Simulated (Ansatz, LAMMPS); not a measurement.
## Amorphous cis-polybutadiene (as short chains C26H42) at 500 K (408 atoms): support functions against a reference

Aim: test how closely localised support functions follow the reference on amorphous cis-polybutadiene (as short chains C26H42) at 500 K (408 atoms), and at what cost. A setting counts as converged where the r.m.s. difference of forces stays under 1 % of the r.m.s. force.

Method: Kohn-Sham DFT, PBE+D3(BJ), PAW (set soft_2), plane waves, in Ansatz 0.2.0.

Most raw output is cut from this account.

### Step 1. The starting structure

The cell holds 408 atoms: 156 C and 252 H. Cell: a = 16.339 Å, b = 16.339 Å, c = 16.339 Å, α = 90.0°, β = 90.0°, γ = 90.0°. 6 cis-polybutadiene chains of 6 units with methyl end groups placed at random, at 0.81 g/cm³; overlaps pushed apart, then 20 ps at 800 K with MMFF94 bonds, angles, torsions, charges and radii (Halgren, J. Comput. Chem. 17, 490 (1996)) in harmonic and 12-6 forms. Snapshot after 30 ps at 500 K and fixed volume.

Limits known from the start: The network of contacts between molecules at the start is that of the classical potential that made the cell, and needn't be the one that DFT or experiment would give. The density was typed from a rule of thumb and may lie off the real one at this temperature. Sampling is at Γ alone, for a cell whose shortest periodic width is 16 Å.

### Step 2. Making the structure

A classical potential supplies the starting structure, since it reaches far longer times than DFT.

This step: classical MD, MMFF94 bonds, angles, torsions, charges and radii (Halgren, J. Comput. Chem. 17, 490 (1996)) in harmonic and 12-6 forms; charges of ions scaled by 0.8 (LAMMPS 22 Jul 2025 - Update 4).

Contents of in.lmp:

```
# amorphous cis-polybutadiene
units real
atom_style full
boundary p p p
bond_style harmonic
angle_style harmonic
dihedral_style opls
improper_style harmonic
special_bonds lj 0 0 0.5 coul 0 0 0.75
read_data data.lmp
neigh_modify delay 0 every 1 check yes one 4000
comm_modify cutoff 12.0
timestep 0.5
thermo_style custom step time temp pe press density
thermo_modify norm yes
# push overlapping molecules apart
pair_style soft 2.6
pair_coeff * * 0.0
variable a equal ramp(1,60)
fix ad all adapt 1 pair soft a * * v_a
velocity all create 800 23302 mom yes dist gaussian
fix lim all nve/limit 0.03
fix lan all langevin 800 800 50 23303 zero yes
thermo 1000
run 3000 post no
unfix ad
pair_style lj/cut/coul/long 9.0
pair_modify mix arithmetic tail yes
pair_coeff 1 1 0.0678 3.3680   # C
pair_coeff 2 2 0.0678 3.5860   # C
pair_coeff 3 3 0.0216 2.5400   # H
kspace_style pppm 1.0e-4
thermo 100
minimize 1e-5 1e-3 300 3000
# [... 15 lines left out ...]
compute msd all msd com yes
thermo 7500
fix md all nvt temp 500 500 100
run 30000 post no
print "== T500: mean square displacement over the hold $(c_msd[4]:%.2f) A^2"
unfix md
uncompute msd
write_dump all custom T500.dump id type xs ys zs modify sort id
```

Command:

```
> lmp -in in.lmp -log none -nocite
```

The job ended after 2.2 min (1 thread of Arm Neoverse V1, shared host; peak memory 0.13 GiB).

The input also reads data.lmp (atoms, bonds and types; not printed here).

### Step 3. Plane-wave single point

This run is the reference for what follows, at a cutoff of 420 eV.

Contents of input.yaml:

```yaml
crystal:
  lattice:
    - [16.33906, 0.0, 0.0]
    - [0.0, 16.33906, 0.0]
    - [0.0, 0.0, 16.33906]
  atoms:
    - { symbol: C, position: [0.98554, 0.42302, 0.3516] }
    - { symbol: C, position: [0.03935, 0.45859, 0.28243] }
    - { symbol: C, position: [0.00975, 0.53877, 0.27143] }
    - { symbol: C, position: [0.96489, 0.58028, 0.2114] }
    - { symbol: C, position: [0.92902, 0.53895, 0.14039] }
    - { symbol: C, position: [0.83588, 0.51999, 0.15167] }
    - { symbol: C, position: [0.782, 0.59899, 0.15171] }
    - { symbol: C, position: [0.71177, 0.60396, 0.19449] }
    - { symbol: C, position: [0.69238, 0.54612, 0.26237] }
    - { symbol: C, position: [0.64185, 0.57911, 0.33215] }
    - { symbol: C, position: [0.63483, 0.51285, 0.39544] }
    - { symbol: C, position: [0.57744, 0.4535, 0.40142] }
    - { symbol: C, position: [0.51555, 0.4321, 0.33428] }
    - { symbol: C, position: [0.5062, 0.33868, 0.32968] }
    - { symbol: C, position: [0.43518, 0.31813, 0.38128] }
    - { symbol: C, position: [0.43707, 0.2742, 0.44914] }
    - { symbol: C, position: [0.51316, 0.24711, 0.49619] }
    - { symbol: C, position: [0.52281, 0.15152, 0.48989] }
    - { symbol: C, position: [0.52586, 0.13066, 0.58158] }
    - { symbol: C, position: [0.48033, 0.07929, 0.62503] }
    - { symbol: C, position: [0.41905, 0.02339, 0.59012] }
    - { symbol: C, position: [0.45823, 0.96085, 0.53355] }
    - { symbol: C, position: [0.39028, 0.93531, 0.48007] }
    - { symbol: C, position: [0.38731, 0.93444, 0.39916] }
    - { symbol: C, position: [0.45553, 0.96354, 0.34192] }
    - { symbol: C, position: [0.53584, 0.92247, 0.34291] }
    - { symbol: H, position: [0.98431, 0.46006, 0.40404] }
    - { symbol: H, position: [0.92306, 0.41382, 0.32625] }
    - { symbol: H, position: [0.00654, 0.36234, 0.36736] }
    - { symbol: H, position: [0.02637, 0.41902, 0.22931] }
    - { symbol: H, position: [0.10678, 0.45499, 0.29067] }
    - { symbol: H, position: [0.03225, 0.57374, 0.32143] }
    [... 370 atom lines left out ...]
    - { symbol: H, position: [0.77198, 0.43116, 0.84228] }
    - { symbol: H, position: [0.74344, 0.49272, 0.99023] }
    - { symbol: H, position: [0.71269, 0.58479, 0.94116] }
    - { symbol: H, position: [0.59342, 0.5199, 0.95881] }
    - { symbol: H, position: [0.63728, 0.41768, 0.92931] }
    - { symbol: H, position: [0.61551, 0.49661, 0.85579] }
kpoints:
  mp_grid: { grid: [1, 1, 1] }
hamiltonian:
  xc: pbe
  dispersion: d3bj
scf:
  occupations: { method: fixed }
output:
  forces: true
  stress: true
  populations: true
  dos:
    method: { smearing: { sigma: 0.08 } }
    de: 0.1
    projected: { site_lists: { C: [C], H: [H] } }
  eigenvalues: true
  write_density: true
  write_potential: true
  volumetric_format: npy
```

Command:

```
> ansatz run input.yaml --threads 8 --pin off --max-ram 15872MiB --backend cpu --events-out ev --progress --plain --runs-dir out
```

Run time: 2.2 min. Hardware: 8 threads of Arm Neoverse V1, shared host; peak memory 7.9 GiB; 17 min of CPU time.

The program notes that the exchange-correlation potential is rough where the density is thin.

The run gave:

```
free energy                                      : -43170.7305 eV
free energy per atom                             : -105.8106 eV/atom
SCF cycles                                       : 10
pressure                                         : 1.928 GPa
r.m.s. force component                           : 1.102 eV/Å
longest force                                    : 6.392 eV/Å
Fermi energy                                     : -0.9562 eV
gap (highest filled to lowest empty level) : 3.792 eV
spilling of the projection                       : 0.01242
```

The r.m.s. force component of 1.1 eV/Å sets the scale for the differences below.

### Step 4. Support functions medium

With localised support functions most steps grow linearly with size, though the diagonalisation grows faster unless the density matrix is cut; this run measures error and cost at this size.

This step: Kohn-Sham DFT, PBE+D3(BJ), PAW (set soft_2), localised support functions (medium) (Ansatz 0.2.0).

input.yaml, the sections that differ from step 3:

```yaml
scf:
  occupations: { method: fixed }
  eigensolver: { kind: { support_functions: { accuracy: medium } } }
  mixing: { beta: 0.4 }
  max_iter: 150
output:
  forces: true
  eigenvalues: true
# crystal, kpoints, hamiltonian: as in step 3
```

Wall time 1.9 min (8 threads); peak memory 5.9 GiB.

The program notes that the band table was not solved further than the SCF left it and it switched symmetry off.

Keys that differ from the reference: support_functions.accuracy = "medium", scf.max_iter = 150 and scf.mixing.beta = 0.4.

Forces differ from the reference by 5.6 meV/Å r.m.s., 0.51 % of their size, within a tolerance of 1 %; the energy by -3.4 meV/atom.

### Step 5. Truncated density matrix

Cutting the density matrix at a range is meant to remove the step that grows fastest with size; it needs a cell with a gap.

This step: Kohn-Sham DFT, PBE+D3(BJ), PAW (set soft_2), localised support functions (medium), truncated density matrix (Ansatz 0.2.0).

input.yaml, the sections that differ from step 4:

```yaml
scf:
  occupations: { method: fixed }
  eigensolver:
    kind:
      support_functions: { accuracy: medium, density_matrix: { truncated: {} } }
  mixing: { beta: 0.4 }
  max_iter: 150
output:
  forces: true
# crystal, kpoints, hamiltonian: as in step 4
```

Run time: 4.2 min. Hardware: 8 threads; peak memory 6.8 GiB.

The program notes that the search for missed states was only partial.

Keys that differ from the reference: support_functions.accuracy = "medium", support_functions.density_matrix.truncated = {}, scf.max_iter = 150 and scf.mixing.beta = 0.4.

Forces differ from the reference by 5.6 meV/Å r.m.s., 0.51 % of their size, within a tolerance of 1 %; the energy by -3.4 meV/atom. It took 4.2 min and 16 cycles; the reference's time can't be set against it, since the two runs asked for unlike analyses.

### Step 6. What each setting buys

Each row is set against the plane-wave reference (Kohn-Sham DFT, PBE+D3(BJ), PAW (set soft_2), plane waves; r.m.s. force component 1.10 eV/Å). Energies are set beside the reference only for runs with its functional, potentials and electron count. Times are for 8 threads of Arm Neoverse V1, shared host. The reference's time includes the DOS, the stress and grids, which some other runs skip.

```tsv
run	Δ force, r.m.s. (meV/Å)	share of r.m.s. force (%)	Δ energy (meV/atom)	Δ gap (eV)	cycles	time	host memory (GiB)
reference	-	-	-	-	10	2.2 min	7.9
support functions medium	5.63	0.511	-3.37	-4.0e-4	13	1.9 min	5.9
truncated density matrix	5.63	0.510	-3.37	-	16	4.2 min	6.8
```

### Step 7. What the reference run shows

The comparisons rest on this run, so its electronic structure is set out here.

Neighbours are counted within 1.34 Å (H-C), 1.85 Å (C-C).

Length of the force by element and coordination:

```tsv
element	coordination	atoms	mean length of the force (eV/Å)	spread	least	most
C	all	156	2.24	1.06	0.466	6.39
C	3	72	2.13	1.02	0.636	6.39
C	4	84	2.32	1.09	0.466	6.04
H	all	252	1.22	0.787	0.243	5.10
```

Löwdin charges by element and coordination (they lack the spilled electrons, 0.027 e an atom on average):

```tsv
element	coordination	atoms	mean charge (e)	spread	least	most
C	all	156	-0.224	0.0919	-0.461	-0.106
C	3	72	-0.139	0.0149	-0.177	-0.106
C	4	84	-0.297	0.0631	-0.461	-0.240
H	all	252	0.182	0.0157	0.149	0.229
```

States in the cell by windows of 1 eV, zero at the Fermi level; the larger projections on atomic orbitals stand beside the total:

```tsv
from (eV)	to (eV)	total	C p	H s	C s
-16	-15	38.2	3.3	7.3	27.1
-15	-14	45.2	6.2	8.5	29.9
-14	-13	25.1	5.3	4.1	15.3
-13	-12	29.5	7.7	5.0	16.4
-12	-11	19.1	5.8	3.3	9.7
-11	-10	42.3	13.8	9.9	18.0
-10	-9	40.6	14.8	11.1	14.0
-9	-8	19.7	9.7	5.4	4.2
-8	-7	57.2	29.7	15.5	10.8
-7	-6	70.2	50.9	15.9	1.8
-6	-5	90.0	67.8	19.3	1.4
-5	-4	91.3	66.5	22.1	1.7
-4	-3	109.8	77.4	30.2	1.5
-3	-2	110.1	71.2	37.4	0.9
-2	-1	17.7	12.2	5.3	0.1
-1	0	68.7	61.8	5.9	0.9
0	1	1.2	1.1	0.1	0.0
1	3	0.0	0.0	0.0	0.0
3	4	6.5	4.4	1.0	0.4
4	5	82.8	50.0	14.6	5.5
```

The curve was stored every 0.100 eV, coarse against its broadening of 0.08 eV, so these counts are rough.

With fixed occupations the program's Fermi level is the highest filled level; weight inside the gap is the broadening of levels at its edges.

The levels nearest the highest filled one (over half full), pooled over k-points and spins:

```tsv
level less the highest filled one (eV)	occupation
-0.224	2
-0.168	2
-0.148	2
-0.0729	2
-0.0309	2
0	2
3.79	0
3.95	0
3.97	0
4.03	0
4.10	0
4.13	0
```

Electrostatic potential energy in the ac plane at fractional y = 0.142, with atoms of C and H within 0.2 Å of it. With pseudopotentials it is smooth inside the atoms' cores, unlike the true potential.

Values in eV, 13 rows by 16 columns, each cell a mean:
```
 -3   4  -1  -1   4   4  -6 -23  -3 -11  -3   3   4   4  -3 -27
 -4   4   3   2   4   4   3  -8   3   4   0 -10   3   4   1  -4
  4   4   3   2 -10   1   4   4   4   3   0   4   4   4   4   4
  4   3  -6   0  -1   2   4   4   4   4   4   4   4   4   4   3
  4   4   4  -5  -5   4   4   3  -4  -7   4   3   4   2   0   4
  4   4   4   3   3   4   4   1 -24  -4   4   4   4   4   4   4
  5   0  -1   4   4   4   4  -4 -26  -7   4   3   3  -3   1   4
  5   1 -25  -7   4   5   4   3   1  -2   3   3   2 -15 -20  -4
  4   3 -18 -14   0   4   5   5   4   4   4   1 -16 -25   0   4
  4   3  -5  -3   2   4   5   4   4   4   4   4   0 -21 -17   0
  4   3   4   2   1   4   4   4   4   4   4   4   1  -2   3   4
  4   4   4   3   0 -12 -10   4   4   4   4   4   4   4   4   4
  2   4   4   4   4  -4  -6  -3 -15 -15 -11   3   4   5   4  -4
```
Columns run along a (16.3 Å; values clipped at the 3rd and 97th percentile), rows up along c (16.3 Å). Atoms in or near the plane, at fractional coordinates: C at (0.52, 0.49), C at (0.53, 0.58), H at (0.57, 0.45), H at (0.57, 0.62), C at (0.60, 0.99), C at (0.17, 0.31), C at (0.16, 0.41), H at (0.71, 0.89), H at (0.45, 0.89), H at (0.24, 0.30), H at (0.25, 0.62), C at (0.95, 0.94), C at (0.87, 0.41), H at (0.97, 0.00) and more.

Valence density in the ac plane at fractional y = 0.142, with atoms of C and H within 0.2 Å of it. It is the smooth field of the valence electrons, not physical close to the nuclei.

Values in e/Å³, 13 rows by 16 columns, each cell a mean:
```
0.4 0.0 0.2 0.3 0.0 0.1 0.6 1.3 0.5 0.7 0.4 0.1 0.0 0.0 0.4 1.6
0.4 0.0 0.1 0.1 0.1 0.0 0.1 0.5 0.1 0.1 0.3 0.6 0.1 0.0 0.2 0.5
0.0 0.0 0.1 0.2 0.9 0.3 0.0 0.0 0.0 0.1 0.2 0.1 0.0 0.0 0.0 0.0
0.0 0.0 0.4 0.4 0.4 0.1 0.0 0.0 0.0 0.0 0.0 0.0 0.0 0.0 0.0 0.0
0.0 0.0 0.1 0.6 0.5 0.0 0.0 0.2 0.5 0.5 0.0 0.0 0.0 0.1 0.2 0.0
0.0 0.1 0.1 0.1 0.1 0.0 0.0 0.3 1.4 0.5 0.0 0.0 0.0 0.1 0.1 0.0
0.0 0.3 0.4 0.1 0.0 0.0 0.0 0.5 1.5 0.6 0.0 0.1 0.1 0.5 0.3 0.0
0.0 0.3 1.4 0.5 0.0 0.0 0.0 0.1 0.2 0.3 0.0 0.0 0.2 1.1 1.2 0.3
0.0 0.1 1.1 1.0 0.2 0.0 0.0 0.0 0.0 0.0 0.0 0.1 1.0 1.4 0.3 0.0
0.0 0.1 0.5 0.4 0.1 0.0 0.0 0.0 0.0 0.0 0.0 0.0 0.2 1.3 1.1 0.2
0.0 0.0 0.0 0.1 0.2 0.0 0.0 0.0 0.0 0.0 0.0 0.0 0.1 0.3 0.1 0.0
0.0 0.0 0.0 0.1 0.4 0.8 0.8 0.1 0.0 0.0 0.0 0.0 0.0 0.0 0.0 0.0
0.1 0.0 0.0 0.0 0.1 0.4 0.6 0.4 0.9 1.1 0.8 0.1 0.0 0.0 0.0 0.4
```
Columns run along a (16.3 Å), rows up along c (16.3 Å). Atoms in or near the plane, at fractional coordinates: C at (0.52, 0.49), C at (0.53, 0.58), H at (0.57, 0.45), H at (0.57, 0.62), C at (0.60, 0.99), C at (0.17, 0.31), C at (0.16, 0.41), H at (0.71, 0.89), H at (0.45, 0.89), H at (0.24, 0.30), H at (0.25, 0.62), C at (0.95, 0.94), C at (0.87, 0.41), H at (0.97, 0.00) and more.

Mean Löwdin charges: C -0.22, H +0.18 e (they miss 1.2 % of the electrons, so they add up to more than the cell's charge). The largest share in the top eV of filled states is C p (90 % of the projected weight), and in the lowest eV of empty states C p (74 % of the projected weight).

### Step 8. Distances and neighbours

These statistics describe the geometry on which the runs were made.

Density 0.81 g/cm³, 10.69 Å³ an atom.

g(r), total and by pair (bins of 0.2 Å):

```tsv
r (Å)	total	H-H	H-C	C-C
0.90	0.02	0.00	0.05	0.00
1.10	4.40	0.00	9.29	0.00
1.30	0.41	0.00	0.00	2.83
1.50	1.07	0.09	0.00	7.12
1.70	0.54	1.40	0.00	0.05
1.90	0.31	0.50	0.25	0.00
2.10	1.75	0.58	3.22	0.00
2.30	1.01	1.23	1.08	0.23
2.50	1.13	1.54	0.32	2.67
2.70	0.99	1.12	1.08	0.35
2.90	0.85	1.13	0.85	0.13
3.10	0.90	1.22	0.77	0.52
3.30	0.83	0.68	1.10	0.38
3.50	0.89	0.86	1.04	0.50
3.70	0.88	0.95	0.87	0.76
3.90	0.92	1.03	0.87	0.82
4.10	0.97	1.08	0.91	0.91
4.30	0.96	0.94	0.99	0.94
4.50	0.97	0.96	1.01	0.91
4.70	0.99	0.99	0.98	1.04
4.90	0.96	0.92	0.99	1.01
5.10	1.00	0.98	1.00	1.08
5.30	1.07	1.08	0.99	1.27
5.50	0.98	0.96	0.94	1.16
5.70	1.01	0.97	0.98	1.21
5.90	1.06	1.03	1.08	1.08
6.10	1.06	1.07	1.07	1.01
6.30	1.02	0.97	1.02	1.12
```

Bonds by pair of elements; cutoffs follow the first minimum of g(r), held within bounds set by covalent radii, and pairs that aren't listed don't count as bonded:

```tsv
pair A-B	cutoff (Å)	bonds	mean length (Å)	spread (Å)	shortest (Å)	B about A	A about B
H-C	1.34	252	1.09	0.036	0.985	1	1.61
C-C	1.85	150	1.47	0.076	1.29	1.92	1.92
```

How many atoms have how many bonded neighbours:

```tsv
element	mean	1	3	4
C	3.54	0	72	84
H	1	252	0	0
```

With the cutoffs above, 54 % of C atoms have 4 and all H atoms have 1 bonded neighbour.

The surroundings of C220, which bears the longest force, nearest first, numbered as they follow in the input and with coordinates relative to it.

```tsv
atom	x	y	z	distance (Å)	bonds	Löwdin charge (e)	Fx	Fy	Fz (eV/Å)
C220	0.00	0.00	0.00	0.00	3	-0.14	1.49	-6.07	-1.36
H255	-0.26	0.93	0.31	1.01	1	0.21	-1.35	2.45	1.52
C219	-0.39	-1.26	0.47	1.40	3	-0.16	0.27	2.25	1.38
C221	1.01	0.00	-1.15	1.53	4	-0.29	0.12	4.81	3.00
H256	0.68	-0.71	-1.80	2.05	1	0.21	-0.27	-2.40	-2.48
H257	0.90	1.02	-1.55	2.06	1	0.17	-0.20	-0.16	-0.81
H254	-0.99	-1.34	1.40	2.18	1	0.18	-0.15	0.43	-0.57
C222	2.50	-0.04	-0.69	2.59	4	-0.25	-0.43	-0.59	-1.78
C218	0.18	-2.59	0.15	2.61	4	-0.26	0.07	-0.46	-3.58
H259	2.43	-0.98	-0.14	2.63	1	0.17	1.24	-0.21	0.20
H252	0.54	-2.71	-0.93	2.91	1	0.16	0.29	0.88	1.01
H68	0.74	0.39	2.97	3.09	1	0.19	1.02	-0.85	0.34
H65	-0.58	2.01	2.30	3.11	1	0.17	-0.18	0.14	0.23
H253	1.01	-2.88	0.76	3.14	1	0.18	1.18	0.12	0.96
H165	-2.89	0.58	1.26	3.21	1	0.18	0.29	1.61	-0.06
C223	3.07	1.11	0.09	3.26	3	-0.16	0.22	-0.49	0.44
```

The column of bonds counts only the pairs H-C within 1.34 Å, C-C within 1.85 Å; other neighbours, such as metal atoms beside each other in a compound, aren't counted, and periodic images can show an atom twice.

### Step 9. What came out

| Item | Value |
| --- | --- |
| free energy per atom | -105.8106 eV/atom |
| pressure | 1.928 GPa |
| r.m.s. force component | 1.102 eV/Å |
| gap (highest filled to lowest empty level) | 3.792 eV |
| wall time of the 3 DFT runs | 8.3 min |

In words: Against plane waves at 420 eV, the forces differ by 5.6 meV/Å (0.51 %) with support functions medium. Differences between support functions and plane waves include what basis error the plane-wave run still has.

The highest filled and lowest empty levels differ by 3.79 eV (at Γ alone); a semilocal functional tends to put such gaps too low. In a disordered cell it changes from sample to sample, and tail or defect levels can set it. With the cutoffs above, 54 % of C atoms have 4 and all H atoms have 1 bonded neighbour.

What to keep in mind: The force components of 1.1 eV/Å r.m.s. hold both thermal displacement and the mismatch between the potential that made the cell and DFT, above all in bond lengths inside molecules. The pressure of 1.9 GPa is that of one thermal frame, in which the classical model's bond lengths enter as well as the volume, without the kinetic term and with the strain of bonds inside molecules.

[Logs are printed without paths, hosts, clocks, repeated set-up lines and the standing remarks that a program may print on its own settings, such as how far it seeks lower states.]

[Hosts, paths, dates, database ids (printed as entryN), source tags and the programs' standing remarks are cut or masked in the printed files.]

[The MMFF94 radii named for the starting cell were scaled by 0.96; in molecules described by MMFF94, hydrogen bound to N, O or S took a small fixed 12-6 site in their place.]
